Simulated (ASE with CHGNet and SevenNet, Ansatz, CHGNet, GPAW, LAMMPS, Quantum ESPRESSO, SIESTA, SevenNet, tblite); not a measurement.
# Running glassy 40SiO2-28Al2O3-16Li2O-16SrO (mol %) (85 atoms) with machine-learned potentials

How do the settings of machine-learned potentials change the result for glassy 40SiO2-28Al2O3-16Li2O-16SrO (mol %) (85 atoms)? A plane-wave run serves as the yardstick.

Program: ASE with CHGNet and SevenNet. Level of theory: the method is named at each step. Results are calculated unless marked as measured.

## 1. Starting point

The cell holds 85 atoms: 10 Si, 14 Al, 8 Li, 4 Sr and 49 O. Cell: a = 9.957 Å, b = 9.957 Å, c = 9.957 Å, α = 90.0°, β = 90.0°, γ = 90.0°. 85 atoms (10 Si, 14 Al, 8 Li, 4 Sr, 49 O) placed at random at 3.11 g/cm³, melted at 4000 K for 10 ps at fixed volume with the Morse and Coulomb pair potential with partial charges (Pedone, Malavasi, Menziani, Cormack and Segre, J. Phys. Chem. B 110, 11780 (2006)). Quenched from 4000 K to 300 K at 6 K/ps and fixed volume, held 5 ps, then minimised at fixed cell.

The yardstick, on the same geometry:

```
method                                           : Kohn-Sham DFT, PBE, SSSP efficiency 1.3.0 pseudopotentials, plane waves (Quantum ESPRESSO 7.5); sssp-pbe-1.3.0-efficiency, cutoffs 60/480 Ry, Γ point
r.m.s. force component                           : 0.7764 eV/Å
longest force                                    : 3.004 eV/Å
pressure                                         : 7.794 GPa
gap (highest filled to lowest empty level) : 3.648 eV
time                                             : 5.9 min on 2 MPI ranks of Arm Neoverse V1, shared host
CPU time                                         : 12 min
```

## 2. CHGNet 0.3.0 potential

Method: machine-learned interatomic potential CHGNet 0.3.0, trained on PBE(+U) plane-wave data.

Contents of run.py:

```python
import numpy as np
from ase.io import read
import mlip  # loads the published weights by name

atoms = read("structure.xyz")
atoms.calc = mlip.calc("chgnet-0.3.0")
energy = atoms.get_potential_energy()
forces = atoms.get_forces()
print(f"energy {energy:.6f} eV")
print("forces (eV/A)")
for i, (a, f) in enumerate(zip(atoms, forces)):
    print(f"{i:4d} {a.symbol:2s} {f[0]:10.5f} {f[1]:10.5f} {f[2]:10.5f}")
stress = -atoms.get_stress(voigt=False) * 160.21766
print("stress (GPa, compression positive)")
for row in stress:
    print(" ".join(f"{x:10.4f}" for x in row))
```

Contents of structure.xyz:

```xyz
85
Lattice="9.95650 0.00000 0.00000 0.00000 9.95650 0.00000 0.00000 0.00000 9.95650" Properties=species:S:1:pos:R:3 pbc="T T T"
Si 0.44077 9.13310 2.05413
Si 9.64954 6.20409 8.09165
Si 3.48398 2.33739 2.91447
Si 2.94234 1.64252 0.03624
Si 5.66246 9.04598 1.20344
Si 6.65383 4.54664 2.00414
Si 7.34999 8.45227 5.83053
Si 2.41495 5.33479 2.21443
Si 2.64773 9.28991 7.84064
Si 5.26161 5.44591 4.77952
Al 0.31921 2.91526 6.07426
Al 8.32473 7.08863 0.82987
Al 4.81466 8.64374 4.38793
Al 3.34538 2.88211 5.76909
Al 5.31368 0.40792 6.83862
Al 6.76942 5.92760 7.45523
Al 1.80004 0.40174 4.81387
Al 8.02852 3.39218 8.31895
Al 8.54377 0.98579 4.98323
Al 1.97477 3.89638 8.37332
Al 5.01489 4.34571 9.09516
Al 2.82406 7.69976 0.28177
Al 6.16168 1.75613 9.47042
Al 6.66140 1.90318 3.49941
Li 8.02653 1.08167 1.40705
Li 7.90297 4.07918 5.23154
Li 5.46761 8.02753 8.48334
Li 7.56694 8.64105 2.96963
Li 5.14532 6.45689 0.56951
Li 2.49540 8.12321 3.25130
Li 5.92242 3.10274 6.31999
Li 0.22681 8.62193 5.79757
Sr 2.50645 6.25149 6.28484
Sr 9.82149 2.98396 1.43672
Sr 9.61907 6.20698 3.80816
Sr 9.06290 0.14009 8.58718
O 1.70993 9.68479 6.60196
O 9.90443 0.42196 1.22176
O 0.20879 1.49547 5.07642
O 6.01691 9.40342 5.48085
O 6.85814 8.05132 0.74953
O 7.36313 3.21525 2.56101
O 5.62423 6.02309 8.68605
O 8.47338 9.57775 6.04399
O 7.84333 0.60396 3.39158
O 4.77992 6.95870 4.95844
O 8.28301 5.17658 8.01090
O 1.92011 3.11907 6.73657
O 3.54242 4.49138 8.28072
O 7.68164 7.59283 4.59403
O 4.16182 9.17063 7.39001
O 6.28882 3.46387 8.20077
O 3.08363 3.85834 2.49629
O 6.41089 5.17419 5.91147
O 7.77672 5.57843 1.49945
O 9.19911 2.59895 7.39419
[... 25 atom lines left out ...]
O 4.13802 4.34810 5.23563
O 1.86226 2.78782 9.66935
O 0.91719 5.12650 1.77654
O 7.03586 7.61881 7.11810
```

Run with:

```sh
$ OMP_NUM_THREADS=1 python run.py > output.txt
```

Output:

```text
CHGNet v0.3.0 initialized with 412,525 parameters
CHGNet will run on cpu
energy -637.432495 eV
forces (eV/A)
   0 Si    1.00177   -0.24217   -0.36732
   1 Si   -1.02595   -0.53130   -0.26467
   2 Si    0.09398    1.23251   -0.93845
   3 Si    1.26273    0.49479   -0.07834
   4 Si   -0.24607   -0.10560    0.35302
   5 Si   -0.88628    0.34608    0.50691
   6 Si   -0.73085    0.14742   -0.41538
   7 Si    0.18110   -0.10284    0.75443
   8 Si    0.36996    0.25275    0.35693
   9 Si    0.09668   -0.32067   -0.00473
  10 Al   -0.43867    0.46848    0.10389
  11 Al   -0.19119    0.07581   -0.38342
  12 Al    0.22495   -0.41875   -0.19451
  13 Al    0.43648   -0.07369   -0.47962
  14 Al   -0.35245   -0.08693    0.01060
  15 Al    0.23377    0.23389   -0.66914
  16 Al    0.77423   -0.06708   -0.22291
  17 Al   -0.03661    0.72615    0.20730
  18 Al   -1.26093    0.47731   -0.75114
  19 Al    0.21893   -0.40790   -0.17796
  20 Al    0.46965   -0.18380    0.37244
  21 Al   -0.12516    0.12996    0.61425
  22 Al   -0.54731   -0.09648   -0.28618
  23 Al    0.13230    0.20697    0.66516
[...]
77 O    -0.13630   -0.20908   -0.01333
  78 O    -0.83252   -1.22060    0.34406
  79 O     0.05374   -0.12077    1.30004
  80 O     0.92624   -0.43104    0.46625
  81 O    -0.59072    0.29908    0.18792
  82 O    -1.67860    0.05548    0.77974
  83 O    -2.57438   -0.87960   -0.53712
  84 O    -0.37069   -0.16131    2.18391
stress (GPa, compression positive)
    8.6326     0.2895     0.5121
    0.2895     6.9569     0.4018
    0.5121     0.4018     6.5877
```

It took 6.3 s on 1 thread of Arm Neoverse V1, shared host; peak memory 1.4 GiB.

Banners, paths, timers and routine set-up lines are dropped from the logs unmarked, and long logs keep their key lines alone; longer cuts are marked.

Numbers from this run, and their distance from the reference:

- r.m.s. force component: 0.7305 eV/Å
- r.m.s. difference of force components: 100.1 meV/Å
- longest difference of force vectors: 431.6 meV/Å
- force difference over r.m.s. force: 12.89 %
- slope of forces against the reference's: 0.9343
- correlation of force components: 0.993
- pressure: 7.392 GPa
- pressure difference: -0.4019 GPa

Length of the force difference by element (eV/Å):

```csv
element,atoms,mean,most
Al,14,0.15,0.28
Li,8,0.15,0.34
O,49,0.15,0.43
Si,10,0.20,0.37
Sr,4,0.17,0.26
```

Local excerpt of 9 atoms (numbers count through the whole input) about O78, which has 2 bonded neighbours where the commonest count for O is 3; x, y, z are measured from there.

```csv
atom,x,y,z,distance (Å),bonds,Fx,Fy,Fz (eV/Å)
O78,0.00,0.00,0.00,0.00,2,-0.14,-0.21,-0.01
Si3,-1.52,0.25,-0.35,1.58,4,0.09,1.23,-0.94
Al24,1.66,-0.18,0.23,1.69,4,0.13,0.21,0.67
O59,-2.34,-0.06,1.03,2.56,3,-1.11,-0.49,0.73
O79,-2.01,-0.64,-1.61,2.66,2,-0.83,-1.22,0.34
O42,2.36,1.13,-0.70,2.71,4,1.47,-0.61,-0.41
O53,-1.92,1.77,-0.77,2.72,2,0.48,-0.31,0.04
O70,2.26,0.13,1.90,2.96,4,-0.30,0.73,0.63
O71,1.14,-1.52,-2.36,3.03,3,0.96,1.40,0.06
```

Atoms are counted from 1 here, from 0 in the log.

Forces lie 13 % from the reference's, at 0.0076 times its CPU time (on 1 against 2 cores).

## 3. CHGNet r2SCAN potential

Method: machine-learned interatomic potential CHGNet r2SCAN, trained on r2SCAN plane-wave data.

run.py: that of step 2 with these lines changed.

```diff
@@ -5,3 +5,3 @@
 atoms = read("structure.xyz")
-atoms.calc = mlip.calc("chgnet-0.3.0")
+atoms.calc = mlip.calc("chgnet-r2scan")
 energy = atoms.get_potential_energy()
```

structure.xyz is that of step 2.

Output:

```text
CHGNet vr2scan initialized with 412,525 parameters
CHGNet will run on cpu
energy -813.800598 eV
forces (eV/A)
   0 Si    0.75747   -0.23154   -0.29702
   1 Si   -0.88568   -0.45066   -0.28495
   2 Si   -0.05099    1.03853   -0.79494
   3 Si    0.92000    0.39751   -0.11193
   4 Si   -0.15723   -0.10489    0.23480
   5 Si   -0.65465    0.30072    0.44561
   6 Si   -0.62675    0.25643   -0.27237
   7 Si    0.13160   -0.10463    0.60021
   8 Si    0.28243    0.18489    0.34332
   9 Si    0.11086   -0.24026   -0.01469
  10 Al   -0.32517    0.35430    0.06068
  11 Al   -0.08685    0.13187   -0.25204
  12 Al    0.09244   -0.33484   -0.20861
  13 Al    0.27366    0.01603   -0.34725
  14 Al   -0.31768   -0.13061    0.06859
  15 Al    0.30802    0.23687   -0.55986
  16 Al    0.49075   -0.17394   -0.14796
  17 Al    0.00201    0.56810    0.20444
  18 Al   -0.95025    0.35154   -0.62157
  19 Al    0.13330   -0.29377   -0.13480
  20 Al    0.35770   -0.13678    0.30638
  21 Al   -0.12059    0.13256    0.53512
  22 Al   -0.34111    0.03249   -0.15218
  23 Al    0.25081    0.18288    0.48762
[...]
77 O    -0.16144   -0.15006   -0.03061
  78 O    -0.55287   -0.77210    0.17514
  79 O     0.22049   -0.03608    1.00988
  80 O     0.76229   -0.39515    0.35325
  81 O    -0.30473    0.25583    0.13852
  82 O    -1.08325   -0.01184    0.49336
  83 O    -1.70738   -0.59550   -0.33807
  84 O    -0.35144   -0.31221    1.74238
stress (GPa, compression positive)
    3.1014     0.2597     0.3895
    0.2597     1.9151     0.3506
    0.3895     0.3506     1.6032
```

The job ended after 4.7 s (1 thread; peak memory 1.4 GiB).

Compared with the plane-wave run:

```yaml
r_m_s_force_component: 0.5311 eV/Å
r_m_s_difference_of_force_components: 272.7 meV/Å
longest_difference_of_force_vectors: 1182 meV/Å
force_difference_over_r_m_s_force: 35.12 %
slope_of_forces_against_the_reference_s: 0.6723
correlation_of_force_components: 0.9828
pressure: 2.207 GPa
pressure_difference: -5.588 GPa
```

Against the first run (13 %), the force difference from the reference is 35 %, at 0.88 times the CPU time; this potential was trained at another functional than the reference's, which explains only part of so large a difference.

## 4. SevenNet 0 potential

Method: machine-learned interatomic potential SevenNet 0, trained on PBE(+U) plane-wave data.

run.py: that of step 3 with these lines changed.

```diff
@@ -5,3 +5,3 @@
 atoms = read("structure.xyz")
-atoms.calc = mlip.calc("chgnet-r2scan")
+atoms.calc = mlip.calc("7net-0")
 energy = atoms.get_potential_energy()
```

structure.xyz is that of step 3.

Output:

```text
energy -602.986694 eV
forces (eV/A)
   0 Si    0.77396   -0.22289   -0.46300
   1 Si   -0.83140   -0.58461   -0.43678
   2 Si    0.29251    1.12442   -1.02929
   3 Si    1.25931    0.47765   -0.13190
   4 Si   -0.34709   -0.25371    0.34330
   5 Si   -0.79927    0.20131    0.43158
   6 Si   -0.69636    0.12940   -0.52519
   7 Si    0.08324   -0.06544    0.83260
   8 Si    0.67961    0.37691    0.50951
   9 Si    0.13357   -0.26139   -0.01380
  10 Al   -0.34052    0.33857    0.12771
  11 Al   -0.24963    0.11920   -0.35839
  12 Al    0.36294   -0.38442   -0.26776
  13 Al    0.38690    0.07386   -0.45497
  14 Al   -0.37904    0.01232    0.06878
  15 Al    0.23658    0.07573   -0.68215
  16 Al    0.79275   -0.03863   -0.38810
  17 Al   -0.06761    0.65398    0.33116
  18 Al   -1.36275    0.47921   -0.84866
  19 Al    0.26568   -0.39263    0.04317
  20 Al    0.66609   -0.09711    0.19116
  21 Al   -0.18631    0.28476    0.68007
  22 Al   -0.49900   -0.15340   -0.27133
  23 Al    0.17418    0.18950    0.78670
[...]
77 O    -0.12308   -0.15270    0.08247
  78 O    -0.87235   -1.17815    0.34365
  79 O     0.05745   -0.16807    1.45476
  80 O     0.86419   -0.53434    0.49970
  81 O    -0.59379    0.26043    0.13280
  82 O    -1.75218    0.03724    0.79583
  83 O    -2.55738   -0.94989   -0.53580
  84 O    -0.41617   -0.08496    2.20957
stress (GPa, compression positive)
    8.9184     0.3358     0.5869
    0.3358     6.7745     0.4635
    0.5869     0.4635     6.3502
```

Run time: 11 s. Hardware: 1 thread; peak memory 1 GiB.

Compared with the plane-wave run:

```
r.m.s. force component                  : 0.7498 eV/Å
r.m.s. difference of force components   : 59.99 meV/Å
longest difference of force vectors     : 216.9 meV/Å
force difference over r.m.s. force      : 7.727 %
slope of forces against the reference's : 0.9633
correlation of force components         : 0.9975
pressure                                : 7.348 GPa
pressure difference                     : -0.4466 GPa
```

Against the first run (13 %), the force difference from the reference is 7.7 %, at 1.9 times the CPU time.

## 5. Side by side

Differences are against the plane-wave reference, forces as r.m.s. over components; share is that over the reference's r.m.s. force, slope the least-squares factor from reference forces to these. Total energies of different programs have different zeros and aren't compared.

```csv
run,"Δ force, r.m.s. (meV/Å)",share (%),slope,Δ pressure (GPa),cores,CPU time,memory (GiB)
reference,-,-,-,-,2,12 min,2.9
CHGNet 0.3.0 potential,100,12.9,0.934,-0.402,1,5.3 s,1.4
CHGNet r2SCAN potential,273,35.1,0.672,-5.59,1,4.7 s,1.4
SevenNet 0 potential,60.0,7.73,0.963,-0.447,1,10 s,1.0
```

Times of the machine-learned potentials are mostly Python's start and the loading of weights.

CPU time is summed over cores on a shared host, where runs went side by side, so it is rough. Symmetry, cutoffs, thresholds, outputs and thread counts weren't matched or tuned between programs; memory under MPI is the largest rank's times the ranks.

## 6. Outcome

| Quantity | Value |
| --- | --- |
| nearest in forces | SevenNet 0 potential, 7.7 % |
| its CPU time | 10 s |

Machine-learned potentials differ by 7.7 % (SevenNet 0 potential) to 35 % (CHGNet r2SCAN potential); they were trained on other programs' data, some at another functional. The reference's pressure holds the uncorrected Pulay stress of its 60 Ry basis, so small pressure differences, and their order, may be the reference's own error. Machine-learned potentials mimic data converged in k, so the reference's own k-point error enters their differences. The quench rate of 6 K/ps is many orders above laboratory rates, so the cell is likely richer in defects and strain than a real sample. The network of bonds at the start is that of the classical potential that made the cell, and needn't be the one that DFT or experiment would give. The reference's pressure of 7.8 GPa belongs to a cell and atoms that aren't relaxed at this level. The electronic-structure runs sample only Γ, in a cell whose shortest periodic width is 10 Å.

[Also dropped from logs without a mark: logging warnings of Python, and SIESTA's first energy breakdown and zero terms.]

[Logs are printed without paths, hosts, clocks, repeated set-up lines and the standing remarks that a program may print on its own settings, such as how far it seeks lower states.]

[Hosts, paths, dates, database ids (printed as entryN), source tags and the programs' standing remarks are cut or masked in the printed files.]
